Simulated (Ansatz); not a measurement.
## Pt(111) with 4 thermally displaced layers, 2x2: scattering by thermal displacements

Aim: the resistivity of Pt at 80 K from frozen thermal displacements between perfect leads.

Method: Ansatz plane-wave DFT, PBE, PAW files; ballistic transport by layer matching (Landauer), zero bias; PAW set soft_1, in Ansatz 0.2.0.

**1. The starting structure**

The cell holds 40 atoms: 40 Pt. Cell: a = 5.546 Å, b = 5.546 Å, c = 22.699 Å, α = 93.5°, β = 86.5°, γ = 120.0°. It derives from Pt. Regions: lead, 24 atoms (24 Pt); scattering region, 16 atoms (16 Pt). The structure is stacked along c, and the current runs across the ab planes.

**2. With 4 displaced layers**

Each atom of 4 layers is moved at random, by amounts drawn from a normal law 0.0357 Å wide in each direction from the Debye model (240 K) at 80 K. The layers about the cell's end stay perfect and serve as the lead. Disorder leaves little or no symmetry, which makes such runs dear. Energies from -0.05 to 0.05 eV in steps of 0.05 eV are too few for the program's thermal sum, so it prints no conductance; for a metal the transmission near the Fermi level serves, at a fraction of the cost.

Contents of input.yaml:

```yaml
crystal:
  lattice:
    - [5.5462627489, 0.0, 0.0]
    - [-2.7731313745, 4.8032044366, 0.0]
    - [1.3865656872, -0.8005340728, 22.6425228571]
  atoms:
    - { symbol: Pt, position: [0.9916666667, 0.0083333333, 0.05] }
    - { symbol: Pt, position: [0.9916666667, 0.5083333333, 0.05] }
    - { symbol: Pt, position: [0.4916666667, 0.0083333333, 0.05] }
    - { symbol: Pt, position: [0.4916666667, 0.5083333333, 0.05] }
    - { symbol: Pt, position: [0.1416666667, 0.3583333333, 0.15] }
    - { symbol: Pt, position: [0.1416666667, 0.8583333333, 0.15] }
    - { symbol: Pt, position: [0.6416666667, 0.3583333333, 0.15] }
    - { symbol: Pt, position: [0.6416666667, 0.8583333333, 0.15] }
    - { symbol: Pt, position: [0.2916666667, 0.2083333333, 0.25] }
    - { symbol: Pt, position: [0.2916666667, 0.7083333333, 0.25] }
    - { symbol: Pt, position: [0.7916666667, 0.2083333333, 0.25] }
    - { symbol: Pt, position: [0.7916666667, 0.7083333333, 0.25] }
    - { symbol: Pt, position: [0.9418167542, 0.0575196469, 0.3510098681] }
    - { symbol: Pt, position: [0.9402559956, 0.5544464818, 0.3505701911] }
    - { symbol: Pt, position: [0.4537662666, 0.0651884827, 0.3488902957] }
    - { symbol: Pt, position: [0.4311930123, 0.5537111009, 0.350065166] }
    - { symbol: Pt, position: [0.0762133554, 0.4063795101, 0.4480353509] }
    - { symbol: Pt, position: [0.0850129008, 0.9042044715, 0.4495012334] }
    - { symbol: Pt, position: [0.5982250971, 0.416049047, 0.4497973166] }
    - { symbol: Pt, position: [0.5978986444, 0.9034810086, 0.4505542884] }
    - { symbol: Pt, position: [0.2480276446, 0.2588367699, 0.5488275927] }
    - { symbol: Pt, position: [0.2339738734, 0.7549887112, 0.5503472208] }
    - { symbol: Pt, position: [0.734431569, 0.2567365861, 0.5497489216] }
    - { symbol: Pt, position: [0.7458528359, 0.7600223925, 0.5505603793] }
    - { symbol: Pt, position: [0.8867698169, 0.1075758929, 0.6512362334] }
    - { symbol: Pt, position: [0.8962032498, 0.5993719834, 0.6523872725] }
    - { symbol: Pt, position: [0.4031652677, 0.1142106923, 0.6504170142] }
    - { symbol: Pt, position: [0.3945496617, 0.6196866709, 0.6530910874] }
    - { symbol: Pt, position: [0.0416666667, 0.4583333333, 0.75] }
    - { symbol: Pt, position: [0.0416666667, 0.9583333333, 0.75] }
    - { symbol: Pt, position: [0.5416666667, 0.4583333333, 0.75] }
    - { symbol: Pt, position: [0.5416666667, 0.9583333333, 0.75] }
    - { symbol: Pt, position: [0.1916666667, 0.3083333333, 0.85] }
    - { symbol: Pt, position: [0.1916666667, 0.8083333333, 0.85] }
    - { symbol: Pt, position: [0.6916666667, 0.3083333333, 0.85] }
    - { symbol: Pt, position: [0.6916666667, 0.8083333333, 0.85] }
    - { symbol: Pt, position: [0.8416666667, 0.1583333333, 0.95] }
    - { symbol: Pt, position: [0.8416666667, 0.6583333333, 0.95] }
    - { symbol: Pt, position: [0.3416666667, 0.1583333333, 0.95] }
    - { symbol: Pt, position: [0.3416666667, 0.6583333333, 0.95] }
kpoints:
  mp_grid: { grid: [5, 5, 1] }
hamiltonian:
  xc: pbe
  pseudopotentials: { kind: paw, azcp: { folder: soft_1 } }
scf:
  occupations: { method: fermi_dirac, width: 0.1 }
output:
  transmission:
    leads: [[0, 4]]
    kmesh: [10, 10]
    e_range: [-0.05, 0.05]
    de: 0.05
  write_potential: true
  write_density: true
  volumetric_format: npy
  elf: true
```

On the command line:

```console
> ansatz run input.yaml --threads 4 --pin off --max-ram 15360MiB --backend cpu --events-out ev --progress --plain --runs-dir out
```

Numbers of over 12 decimals in the logs are rounded to 6 here.

Log:

```text
Engine: ansatz 0.2.0, aarch64-unknown-linux-gnu
Pseudopotentials: kind: paw
Pseudopotential: Pt, paw, valence charge 18, recommended cutoff 420 eV (normal), soft_1/Pt.paw.azcp
Functional definition: PBE
  parameter kappa = 0.804
  parameter beta = 0.066725
  exchange = pbe_x(kappa = kappa, mu = beta*pi^2/3)
  correlation = pbe_c(beta = beta)
Crystal: 40 atoms, lattice volume = 603.193 Å³
Basis set: ecut = 420 eV, 11827 PW (Γ)
Bands: 432, of which v1, the nominal top of the filled ones, is band 360 counted from 1 (359 counted from 0)
Symmetry: 1 space group operations
Space group: P1 (ITA 1), of the structure as read, at distance tolerance 8.4e-5 Å
k-points: 13 of 25 (time reversal used)
Non-local potential: Pt, projectors of the file, l = 0: 3, l = 1: 2, l = 2: 2, l = 3: 1
PAW form: soft (Blöchl's): semilocal exchange-correlation on the pseudo side does not see the compensation charge
PAW one-centre angular grid: Pt, 590 points (default); XC on 64 Gauss nodes
Initial density: superposition of atomic densities (chi_scale 0.1, normalization cell)
Initial wavefunctions: pseudopotential atomic-orbital guess
Functional: x = pbe(κ = 0.804, μ = 0.219515), c = pbe(β = 0.066725)
SCF iter   1: F=—  HF=-501001.140884 eV  |F-HF|=—  |Δ(HF+E_count)|=         —  Δρ=8.57e-2  dr2=4.21e1  ethr=3.10e-3  ⟨swp⟩=4.8  Hψ=17011  notcnv=0  defer=198
preconditioner: auto → Kerker (q_TF=auto, 2.810 Å⁻¹)  [metal: Δε(μ)=0.006 eV  Ē_g=8.530 eV  σ=0.100 eV  W_gap=0.02  n_scr=246 (ndim 8)  ℏωp=30.2 eV  f_vac=0.000  D(μ)=69.14/eV (n_scr^D=924)]
SCF iter   2: F=—  HF=-500991.267993 eV  |F-HF|=—  |Δ(HF+E_count)|=    9.87e0  Δρ=4.54e-2  dr2=1.15e1  ethr=3.10e-3  ⟨swp⟩=2.8  Hψ=9341  notcnv=0  defer=484
SCF iter   3: F=—  HF=-500987.959666 eV  |F-HF|=—  |Δ(HF+E_count)|=    3.31e0  Δρ=6.54e-3  dr2=1.25e-1  ethr=1.60e-3  ⟨swp⟩=2.1  Hψ=8100  notcnv=0  defer=484
SCF iter   4: F=—  HF=-500987.975275 eV  |F-HF|=—  |Δ(HF+E_count)|=   1.56e-2  Δρ=1.09e-3  dr2=7.32e-3  ethr=1.73e-5  ⟨swp⟩=2.9  Hψ=9704  notcnv=0  defer=480
SCF iter   5: F=—  HF=-500987.975472 eV  |F-HF|=—  |Δ(HF+E_count)|=   1.97e-4  Δρ=3.54e-4  dr2=5.67e-4  ethr=1.02e-6  ⟨swp⟩=2.5  Hψ=7998  notcnv=0  defer=480
SCF iter   6: F=—  HF=-500987.975510 eV  |F-HF|=—  |Δ(HF+E_count)|=   3.80e-5  Δρ=5.52e-5  dr2=1.82e-5  ethr=7.88e-8  ⟨swp⟩=2.9  Hψ=11025  notcnv=0  defer=480
SCF iter   7: F=—  HF=-500987.974287 eV  |F-HF|=—  |Δ(HF+E_count)|=   1.22e-3  Δρ=1.00e-5  dr2=8.10e-7  ethr=2.52e-9  ⟨swp⟩=1.2  Hψ=5117  notcnv=0  defer=480
SCF iter   8: F=-500987.974287 eV  HF=-500987.974287 eV  |F-HF|=7.60e-8  |Δ(HF+E_count)|=   3.80e-8  Δρ=2.08e-6  dr2=9.10e-8  ethr=1.39e-11  ⟨swp⟩=8.9  Hψ=17557  notcnv=0
SCF 1 converged in 8 iterations: F = -500987.974287 eV  dr2 = 9.10e-8
  greatest PAW one-centre occupation: 1.000 electrons in one spin orbital (limit 2), on the Pt atom at site 13 (counted from 0), in its partial waves of l = 0
transmission: 220 of 2184 steps passed
transmission: 440 of 2184 steps passed
[...]
transmission: 2184 of 2184 steps passed
SCF converged after 8 iterations
Free energy (F): -500987.974287 eV
Harris-Foulkes:  -500987.974287 eV  (|F-HF|=7.60e-8)
Internal energy: -500985.737991 eV  (E = F + TS)
E sigma→0 (E₀):  -500986.856139 eV
Entropy (-TS):   -2.236297 eV (-55.907 meV/atom)
Fermi energy:    23.428750 eV
--- Per-component energies (eV) ---
  E_band       = -5136.433541
  E_kinetic    = 23900.080890
  E_local      = -57057.945956  (includes V_loc(G=0)·N_el)
  E_nonlocal   = 8155.152469
  E_hartree    = 21719.816157
  E_xc         = -9304.872511
  E_vxc        = -10871.726601  (∫ρ·V_xc dr)
  E_paw        = -379355.828320  (= ΣΔE_a)
  E_vpaw       = -12701.686086  (= ΣTr[D̂ρ^β])
  E_aug_tail   = 0.044515  (compensation charges beyond the density's cutoff)
  E_ewald      = -109042.185235
  E_smearing   = -2.236297  (= −TS)
  E_closure    = 0.000000  (closes the sum)
  Σ components = -500987.974287   (vs F -500987.974287, Δ=0.00e0)
--- Band table (eV; the first three rows and the last of 13) ---
  k-point 0: bands = [... 356 lower, 23.5800, 23.6200, 23.6241, 23.6617, 23.6707, 23.6745, 23.6830, 23.7354, ... 68 higher]
  k-point 1: bands = [... 356 lower, 23.4000, 23.4039, 23.4192, 23.4315, 23.4525, 23.4614, 23.5007, 23.5865, ... 68 higher]
  k-point 2: bands = [... 356 lower, 23.3205, 23.3402, 23.3985, 23.4568, 23.5196, 23.5350, 23.5402, 23.5501, ... 68 higher]
  k-point 12: bands = [... 356 lower, 23.2814, 23.3220, 23.4450, 23.4501, 23.4671, 23.4843, 23.5243, 23.5298, ... 68 higher]
--- Transmission ---
  basis      : 241 plane waves across, 42 finite elements along
  points     : 52, standing for a mesh of 10 x 10
  energies   : 3 from -0.050000 to 0.050000 eV about the Fermi level, 0.050000 eV apart; the leads are filled to 0.000000 eV, and channels, transmission and decay are at 0.000000 eV
  crystal 0  : Pt4, at the sites [0, 4], period 2.2643 Å, over 13.59 Å; its Hamiltonian steps by up to 6.3 meV
    offset         : up to 0.0000 Å between an atom of the period and one for which it stands
    channels       : 6.890000e0 a spin
    conductance    : none, the energies end too early or step too widely for 300 K: set another output.transmission.e_range or a lower de, or, where they end at an eighth of basis.ecutwfc, a higher one
  junction   : crystal 0 to crystal 0, 0.70 to 21.08 Å
    transmission   : 6.506671e0 a spin
    conductance    : none, the energies end too early or step too widely for 300 K: set another output.transmission.e_range or a lower de, or, where they end at an eighth of basis.ecutwfc, a higher one
```

Wall time 8.5 min (4 threads of Arm Neoverse V1, shared host); peak memory 5.7 GiB; 33 min of CPU time.

This step gave:

| Item | Value |
| --- | --- |
| free energy | -500987.9743 eV |
| energy at zero smearing | -500986.8561 eV |
| Fermi energy | 23.43 eV |
| cell area | 26.64 Å² |
| transmission per spin nearest the Fermi level | 6.507 |
| open channels per spin nearest the Fermi level | 6.89 |
| step of the lead's potential | 6.3 meV |

Per spin. The transmission, zone mean by energy, zero at the Fermi level:

```tsv
energy (eV)	transmission, zone mean
-0.0500	6.71
0.0000	6.51
0.0500	5.99
```

Per spin. The open channels, zone mean, lead by energy, zero at the Fermi level:

```tsv
energy (eV)	open channels, zone mean, lead
-0.0500	7.16
0.0000	6.89
0.0500	6.21
```

Transmission over k1 and k2. At 0.0000 eV from the Fermi level.

Ten even steps from '_' (3.00) to '@' (9.35):
```
@@##======##@@..__..
--==##++++##==--____
--==++%%..%%++==--..
@@==++..####..++==@@
@@####%%##::##%%####
@@@@==++..####..++==
--..--==++%%..%%++==
--____--==##++++##==
@@..__..@@##======##
@@@@--==@@@@@@==--@@
```
Columns: k1 (b1) from -0.5 to 0.4; rows upwards: k2 (b2) from -0.5 to 0.4.

Open channels over k1 and k2. At 0.0000 eV from the Fermi level.

Ten even steps from '0' (3.0) to '9' (10.0):
```
9744479101
4475574400
4458185441
9451881549
9778828877
9945188154
4144581854
4004475574
9101974447
9944999449
```
Columns: k1 (b1) from -0.5 to 0.4; rows upwards: k2 (b2) from -0.5 to 0.4.

Valence density in the ca plane at fractional y = 0.620, with atoms of Pt within 0.2 Å of it. It is the smooth field of the valence electrons, not physical close to the nuclei.

Ten even steps from '0' (0 e/Å³) to '9' (10 e/Å³), each cell a mean:
```
00000000000278510000000000000149840000000000
00000011000134300000000000000149951000000000
00000254200001000000000000000025520000000000
00000366300000000000000012100001100000000000
00000244200000000000000023200000000001100000
00000011000011000000000012100000000001200000
00000000000145200000000000000001100001100000
00000000000278510000000000000036520000000000
00000000000267410000000000000159951000000000
00000132100023200000000000000048941000000000
00000266300000000000000001000013420000000000
00000266300000000000000013200000000000000000
00000123100000000000000023200000000001100000
00000000000123100000000011100000000001100000
00000000000267410000000000000024310000000000
```
Columns run along c (16.0 Å, from fractional 0.15 to 0.85 of the cell), rows up along a (5.5 Å). Atoms in or near the plane, at fractional coordinates: Pt at (0.65, 0.90), Pt at (0.65, 0.39).

Electrostatic potential energy in the ca plane at fractional y = 0.620, with atoms of Pt within 0.2 Å of it. With pseudopotentials it is smooth inside the atoms' cores, unlike the true potential.

Ten even steps from '0' (-42 eV) to '9' (26 eV), each cell a mean:
```
99999999998300059999999999999610017999999999
99999755799621379999999999999610016999999999
99998411489876799998999987899841037999999999
99997300279999999987899854589986579998899999
99998411489999999987899742379999999985579998
99999855799866799988899853479999999974468986
89999999998511379999999987799975689986579987
99999999998300159999999999999730038998899998
99999877898400169999999999999610016999999999
99998533689743589999999999999710016999999999
99997300379988899999999976789852248999999999
99998300379999999988899842479987789987789998
99999633589987899988899742379999999975479987
99999987899632589998999864589987789975479987
89999999998400169999999998899841258987789998
```
Columns run along c (16.0 Å, from fractional 0.15 to 0.85 of the cell; values clipped at the 3rd and 97th percentile), rows up along a (5.5 Å). Atoms in or near the plane, at fractional coordinates: Pt at (0.65, 0.90), Pt at (0.65, 0.39).

ELF in the ca plane at fractional y = 0.620, with atoms of Pt within 0.2 Å of it. It is the smooth field of the valence electrons, not physical close to the nuclei.

Ten even steps from '0' (0.14) to '9' (0.58), each cell a mean:
```
22111222223799952222100012222489984222211012
22212465323579842222210022222489984222210002
22223798632245422223211234322379984222210012
22223899842222211233322367632235542223321112
22223799732222211234322368852122222246542223
22212465432345421233322367742222222257643334
22101122223689842223211234322246532235542224
22100122223899952222200012222489973222321122
22211343223799952222100012222499984222210012
22223687533468742222210122222489984222210002
22223899842233321222221255422368873222221012
22223899842222211233222478742234432234432223
32222687532234321233222478852223322247643234
22211243223478732223222357632234432246643234
22100122223799952222210123222368863224432223
```
Columns run along c (16.0 Å, from fractional 0.15 to 0.85 of the cell), rows up along a (5.5 Å). Atoms in or near the plane, at fractional coordinates: Pt at (0.65, 0.90), Pt at (0.65, 0.39).

Over the solved energies the transmission per spin lies between 5.99 and 6.71, out of 6.75 channels of the lead on average (up to 7.16).

[end of part 1 of 2]

[Logs are printed without paths, hosts, clocks, repeated set-up lines and the standing remarks that a program may print on its own settings, such as how far it seeks lower states.]

[Hosts, paths, dates, database ids (printed as entryN), source tags and the programs' standing remarks are cut or masked in the printed files.]
